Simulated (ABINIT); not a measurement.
**SnSe2 (P-3m1): bands and cutoff in G0W0 with ABINIT**

What does each rung of G0W0 on SnSe2 (P-3m1) cost, and what does it buy?

Program: ABINIT 10.8.3. Level of theory: PBE and many-body steps on it, plane waves. Results are calculated unless marked as measured.

Report form: the programs' logs are mostly left out.

## 1. The starting structure

It takes space group P-3m1 (No. 164, trigonal). The conventional cell has a = 3.811 Å, b = 3.811 Å, c = 6.136 Å, α = 90.00°, β = 90.00°, γ = 120.00°. Sn has 6 Se at 2.68 Å nearest. Nearest to Se lie 3 Sn at 2.68 Å. Farther neighbours and most contacts between anions are not listed.

The cell and positions come from the Crystallography Open Database and are kept as given unless a step says otherwise.

## 2. Empty states on the mesh, 3×3×2 mesh, 591 bands

This step: ABINIT 10.8.3; DFT, PBE, plane waves, norm-conserving pseudopotentials.

The sums over transitions need many empty states on a uniform mesh; this step solves for them.

Input file run.abi:

```
acell 3*1.0 Angstrom
rprim 
  3.810999999987 0.000000000003 0.000000000000
  -1.905499999996 3.300422813810 0.000000000000
  0.000000000000 0.000000000000 6.136000000000
ntypat 2
znucl 50 34
natom 3
typat 1 2 2
xred 
  0.000000000000 0.000000000000 0.000000000000
  0.333333333333 0.666666666667 0.249000000000
  0.666666666667 0.333333333333 0.751000000000
pp_dirpath "pseudos"
pseudos "Sn.upf, Se.upf"
ecut 48
ngkpt 3 3 2
nshiftk 1
shiftk 0 0 0
kptopt 1
chksymbreak 0
iscf -2
irdden 1
istwfk *1
nband 591
nbdbuf 52
tolwfr 1e-09
nstep 60
prtvol 0
indata_prefix "in"
outdata_prefix "out"
tmpdata_prefix "tmp"
```

The run is started by

```sh
$ OMP_NUM_THREADS=1 mpirun -n 6 abinit run.abi > log
```

It took 6.2 min on 6 MPI ranks of Arm Neoverse V2, shared host; peak memory 1.2 GiB; 37 min of CPU time.

This step gave:

```
gap                                                           : 1.100 eV
k of the valence top                                          : 0, 0, 0
k of the conduction bottom                                    : 0, 0, 0
least direct gap                                              : 1.100 eV
k points computed                                             : 6
lowest point of the top converged band, above the valence top : 189.6552 eV
```

On this mesh the gap is 1.100 eV.

The density comes from a self-consistent run that is not shown.

## 3. Screening, 3×3×2 mesh, 135 bands, screening to 93.3 eV

The RPA dielectric matrix is built and inverted for each q.

This step: RPA screening on PBE, plane waves, norm-conserving pseudopotentials.

Edit run.abi of step 2 so:

```diff
@@ -21,10 +21,11 @@
 chksymbreak 0
-iscf -2
-irdden 1
 istwfk *1
-nband 591
-nbdbuf 52
-tolwfr 1e-09
-nstep 60
-prtvol 0
+occopt 1
+irdwfk 1
+optdriver 3
+nband 135
+ecuteps 3.43
+inclvkb 2
+awtr 1
+symchi 1
 indata_prefix "in"
```

The run is started by

```sh
$ OMP_NUM_THREADS=1 mpirun -n 8 abinit run.abi > log
```

Wall time 24 s (8 MPI ranks); peak memory 2 GiB; 3.1 min of CPU time.

This step gave:

```
ε∞ with local fields, on this mesh, along the program's q direction : 19.55
the same without local fields                                       : 22.27
plasma frequency                                                    : 35.36 eV
plane waves in the screening matrix                                 : 147
```

Local fields lower ε∞ by 12 %. On a Γ-centred mesh this coarse the value itself is usually too large, while a short band sum pulls it down.

## 4. 135 bands, 93.3 eV

The self-energy is evaluated for the states that the input lists, and the levels follow from it, in one-shot runs by the linearised quasiparticle equation.

This step: G0W0 on PBE, plane waves, norm-conserving pseudopotentials.

Edit run.abi of step 3 so:

```diff
@@ -24,8 +24,17 @@
 irdwfk 1
-optdriver 3
+optdriver 4
 nband 135
+gwcalctyp 0
+ecutsigx 48
+symsigma 1
+nkptgw 2
+kptgw 
+  0.0000000000 0.0000000000 0.0000000000
+  0.0000000000 0.0000000000 0.5000000000
+bdgw 
+  33 37
+  34 37
 ecuteps 3.43
-inclvkb 2
-awtr 1
-symchi 1
+irdscr 1
+ppmodel 1
 indata_prefix "in"
```

Wall time 4.5 s (8 MPI ranks); peak memory 1.5 GiB.

Numbers from this step:

| Property | Result |
| --- | --- |
| G0W0 gap on the points computed | 1.661 eV |
| starting gap on the mesh | 1.100 eV |
| k of the valence top | 0, 0, 0 |
| k of the conduction bottom | 0, 0, 0 |
| Z at the valence top | 0.792 |
| Z at the conduction bottom | 0.809 |
| least direct G0W0 gap on the computed points | 1.661 eV |

The gap on the mesh goes from 1.10 eV to 1.66 eV, a correction of +0.56 eV.

## 5. Screening, 3×3×2 mesh, 187 bands, screening to 123.5 eV

This step: RPA screening on PBE, plane waves, norm-conserving pseudopotentials.

Edit run.abi of step 4 so:

```diff
@@ -24,17 +24,8 @@
 irdwfk 1
-optdriver 4
-nband 135
-gwcalctyp 0
-ecutsigx 48
-symsigma 1
-nkptgw 2
-kptgw 
-  0.0000000000 0.0000000000 0.0000000000
-  0.0000000000 0.0000000000 0.5000000000
-bdgw 
-  33 37
-  34 37
-ecuteps 3.43
-irdscr 1
-ppmodel 1
+optdriver 3
+nband 187
+ecuteps 4.54
+inclvkb 2
+awtr 1
+symchi 1
 indata_prefix "in"
```

Run time: 37 s. Hardware: 8 MPI ranks; peak memory 2.3 GiB; 4.9 min of CPU time.

Numbers from this step:

| Item | Value |
| --- | --- |
| ε∞ with local fields, on this mesh, along the program's q direction | 19.56 |
| the same without local fields | 22.28 |
| plasma frequency | 35.36 eV |
| plane waves in the screening matrix | 245 |

## 6. 187 bands, 123.5 eV

This step: G0W0 on PBE, plane waves, norm-conserving pseudopotentials.

Edit run.abi of step 5 so:

```diff
@@ -24,8 +24,17 @@
 irdwfk 1
-optdriver 3
+optdriver 4
 nband 187
+gwcalctyp 0
+ecutsigx 48
+symsigma 1
+nkptgw 2
+kptgw 
+  0.0000000000 0.0000000000 0.0000000000
+  0.0000000000 0.0000000000 0.5000000000
+bdgw 
+  33 37
+  34 37
 ecuteps 4.54
-inclvkb 2
-awtr 1
-symchi 1
+irdscr 1
+ppmodel 1
 indata_prefix "in"
```

The job ended after 6.8 s (8 MPI ranks; peak memory 1.7 GiB; 53 s of CPU time).

This step gave:

- G0W0 gap on the points computed: 1.687 eV
- starting gap on the mesh: 1.100 eV
- k of the valence top: 0, 0, 0
- k of the conduction bottom: 0, 0, 0
- Z at the valence top: 0.792
- Z at the conduction bottom: 0.809
- least direct G0W0 gap on the computed points: 1.687 eV

Against G0W0 in ABINIT (3×3×2 mesh, 135 bands, screening to 93.3 eV, Godby-Needs plasmon pole), the gap moves by +0.026 eV.

## 7. Screening, 3×3×2 mesh, 269 bands, screening to 164.9 eV

This step: RPA screening on PBE, plane waves, norm-conserving pseudopotentials.

Edit run.abi of step 6 so:

```diff
@@ -24,17 +24,8 @@
 irdwfk 1
-optdriver 4
-nband 187
-gwcalctyp 0
-ecutsigx 48
-symsigma 1
-nkptgw 2
-kptgw 
-  0.0000000000 0.0000000000 0.0000000000
-  0.0000000000 0.0000000000 0.5000000000
-bdgw 
-  33 37
-  34 37
-ecuteps 4.54
-irdscr 1
-ppmodel 1
+optdriver 3
+nband 269
+ecuteps 6.06
+inclvkb 2
+awtr 1
+symchi 1
 indata_prefix "in"
```

Wall time 78 s (8 MPI ranks); peak memory 2.9 GiB; 10 min of CPU time.

This step gave:

| Property | Result |
| --- | --- |
| ε∞ with local fields, on this mesh, along the program's q direction | 19.57 |
| the same without local fields | 22.29 |
| plasma frequency | 35.36 eV |
| plane waves in the screening matrix | 373 |

## 8. 269 bands, 164.9 eV

This step: G0W0 on PBE, plane waves, norm-conserving pseudopotentials.

Edit run.abi of step 7 so:

```diff
@@ -24,8 +24,17 @@
 irdwfk 1
-optdriver 3
+optdriver 4
 nband 269
+gwcalctyp 0
+ecutsigx 48
+symsigma 1
+nkptgw 2
+kptgw 
+  0.0000000000 0.0000000000 0.0000000000
+  0.0000000000 0.0000000000 0.5000000000
+bdgw 
+  33 37
+  34 37
 ecuteps 6.06
-inclvkb 2
-awtr 1
-symchi 1
+irdscr 1
+ppmodel 1
 indata_prefix "in"
```

Run time: 14 s. Hardware: 8 MPI ranks; peak memory 2.2 GiB.

Numbers from this step:

```
G0W0 gap on the points computed              : 1.699 eV
starting gap on the mesh                     : 1.100 eV
k of the valence top                         : 0, 0, 0
k of the conduction bottom                   : 0, 0, 0
least direct G0W0 gap on the computed points : 1.699 eV
```

Against G0W0 in ABINIT (3×3×2 mesh, 187 bands, screening to 123.5 eV, Godby-Needs plasmon pole), the gap moves by +0.012 eV.

## 9. Screening, 3×3×2 mesh, 382 bands, screening to 214.4 eV

This step: RPA screening on PBE, plane waves, norm-conserving pseudopotentials.

Edit run.abi of step 8 so:

```diff
@@ -24,17 +24,8 @@
 irdwfk 1
-optdriver 4
-nband 269
-gwcalctyp 0
-ecutsigx 48
-symsigma 1
-nkptgw 2
-kptgw 
-  0.0000000000 0.0000000000 0.0000000000
-  0.0000000000 0.0000000000 0.5000000000
-bdgw 
-  33 37
-  34 37
-ecuteps 6.06
-irdscr 1
-ppmodel 1
+optdriver 3
+nband 382
+ecuteps 7.88
+inclvkb 2
+awtr 1
+symchi 1
 indata_prefix "in"
```

It took 2.7 min on 8 MPI ranks; peak memory 3.6 GiB.

Numbers from this step:

```
ε∞ with local fields, on this mesh, along the program's q direction : 19.58
the same without local fields                                       : 22.29
plasma frequency                                                    : 35.36 eV
plane waves in the screening matrix                                 : 549
```

## 10. 382 bands, 214.4 eV

This step: G0W0 on PBE, plane waves, norm-conserving pseudopotentials.

Edit run.abi of step 9 so:

```diff
@@ -24,8 +24,17 @@
 irdwfk 1
-optdriver 3
+optdriver 4
 nband 382
+gwcalctyp 0
+ecutsigx 48
+symsigma 1
+nkptgw 2
+kptgw 
+  0.0000000000 0.0000000000 0.0000000000
+  0.0000000000 0.0000000000 0.5000000000
+bdgw 
+  33 37
+  34 37
 ecuteps 7.88
-inclvkb 2
-awtr 1
-symchi 1
+irdscr 1
+ppmodel 1
 indata_prefix "in"
```

The job ended after 35 s (8 MPI ranks; peak memory 3.3 GiB).

Numbers from this step:

| Property | Result |
| --- | --- |
| G0W0 gap on the points computed | 1.705 eV |
| starting gap on the mesh | 1.100 eV |
| k of the valence top | 0, 0, 0 |
| k of the conduction bottom | 0, 0, 0 |
| least direct G0W0 gap on the computed points | 1.705 eV |

Against G0W0 in ABINIT (3×3×2 mesh, 269 bands, screening to 164.9 eV, Godby-Needs plasmon pole), the gap moves by +0.006 eV.

## 11. Screening, 3×3×2 mesh, 539 bands, screening to 274.8 eV

This step: RPA screening on PBE, plane waves, norm-conserving pseudopotentials.

Edit run.abi of step 10 so:

```diff
@@ -24,17 +24,8 @@
 irdwfk 1
-optdriver 4
-nband 382
-gwcalctyp 0
-ecutsigx 48
-symsigma 1
-nkptgw 2
-kptgw 
-  0.0000000000 0.0000000000 0.0000000000
-  0.0000000000 0.0000000000 0.5000000000
-bdgw 
-  33 37
-  34 37
-ecuteps 7.88
-irdscr 1
-ppmodel 1
+optdriver 3
+nband 539
+ecuteps 10.1
+inclvkb 2
+awtr 1
+symchi 1
 indata_prefix "in"
```

Run time: 5.9 min. Hardware: 8 MPI ranks; peak memory 5.1 GiB.

Numbers from this step:

* ε∞ with local fields, on this mesh, along the program's q direction: 19.58
* the same without local fields: 22.29
* plasma frequency: 35.36 eV
* plane waves in the screening matrix: 785

## 12. 539 bands, 274.8 eV

This step: G0W0 on PBE, plane waves, norm-conserving pseudopotentials.

Edit run.abi of step 11 so:

```diff
@@ -24,8 +24,17 @@
 irdwfk 1
-optdriver 3
+optdriver 4
 nband 539
+gwcalctyp 0
+ecutsigx 48
+symsigma 1
+nkptgw 2
+kptgw 
+  0.0000000000 0.0000000000 0.0000000000
+  0.0000000000 0.0000000000 0.5000000000
+bdgw 
+  33 37
+  34 37
 ecuteps 10.1
-inclvkb 2
-awtr 1
-symchi 1
+irdscr 1
+ppmodel 1
 indata_prefix "in"
```

It took 94 s on 8 MPI ranks; peak memory 5.5 GiB.

Numbers from this step:

- G0W0 gap on the points computed: 1.708 eV
- starting gap on the mesh: 1.100 eV
- k of the valence top: 0, 0, 0
- k of the conduction bottom: 0, 0, 0
- least direct G0W0 gap on the computed points: 1.708 eV

Against G0W0 in ABINIT (3×3×2 mesh, 382 bands, screening to 214.4 eV, Godby-Needs plasmon pole), the gap moves by +0.003 eV.

## 13. Side by side

Times are wall times on 8 MPI ranks of Arm Neoverse V2, shared host, good to a factor of about two. A run's time includes the screening step that it read.

| run | mesh | bands | screening cutoff (eV) | DFT gap (eV) | gap on the mesh (eV) | direct (eV) | ε∞ used | time |
| --- | --- | --- | --- | --- | --- | --- | --- | --- |
| 135 bands, 93.3 eV | 3×3×2 | 135 | 93.3 | 1.100 | 1.661 | 1.661 | 19.55 | 28 s |
| 187 bands, 123.5 eV | 3×3×2 | 187 | 123.5 | 1.100 | 1.687 | 1.687 | 19.56 | 44 s |
| 269 bands, 164.9 eV | 3×3×2 | 269 | 164.9 | 1.100 | 1.699 | 1.699 | 19.57 | 92 s |
| 382 bands, 214.4 eV | 3×3×2 | 382 | 214.4 | 1.100 | 1.705 | 1.705 | 19.58 | 3.3 min |
| 539 bands, 274.8 eV | 3×3×2 | 539 | 274.8 | 1.100 | 1.708 | 1.708 | 19.58 | 7.5 min |

## 14. Results

```
135 bands, 93.3 eV  : 1.661 eV
187 bands, 123.5 eV : 1.687 eV
269 bands, 164.9 eV : 1.699 eV
382 bands, 214.4 eV : 1.705 eV
539 bands, 274.8 eV : 1.708 eV
known limits        : not at the basis limit; no spin-orbit coupling; coarse k mesh
```

What this shows: From the first rung to the last the gap moves by +0.05 eV for 16 times the time. In the G0W0 runs levels were corrected at 2 k points alone, so a gap called «on the mesh» is the least over those, and an edge elsewhere would be missed. A denser mesh or path gives a starting gap of 0.75 eV: the GW mesh misses a band edge, so its gaps are not the fundamental one. The 3×3×2 mesh is coarse for this cell, which bears on the long-range parts of exchange and screening. The many-body steps are scalar-relativistic: spin-orbit coupling is not in them.

[Paths, hosts, dates, memory and timing lines, banners, echoed tables and standing remarks are left out of the program output.]

[Logs are printed without paths, hosts, clocks, repeated set-up lines and the standing remarks that a program may print on its own settings, such as how far it seeks lower states.]

[Runs of the session that timed out or met a known fault of the program may be left out.]

[Hosts, paths, dates, database ids (printed as entryN), source tags and the programs' standing remarks are cut or masked in the printed files.]

[G0W0 gaps are taken among the corrected bands and points alone; a level outside them can change the order at an edge.]

[Where Ansatz stands beside ABINIT at settings called matched, ABINIT's density can come from a denser mesh and the files from another edition; pairs whose starting gaps differed by over 0.03 eV were left out, so agreement reads better than it is.]
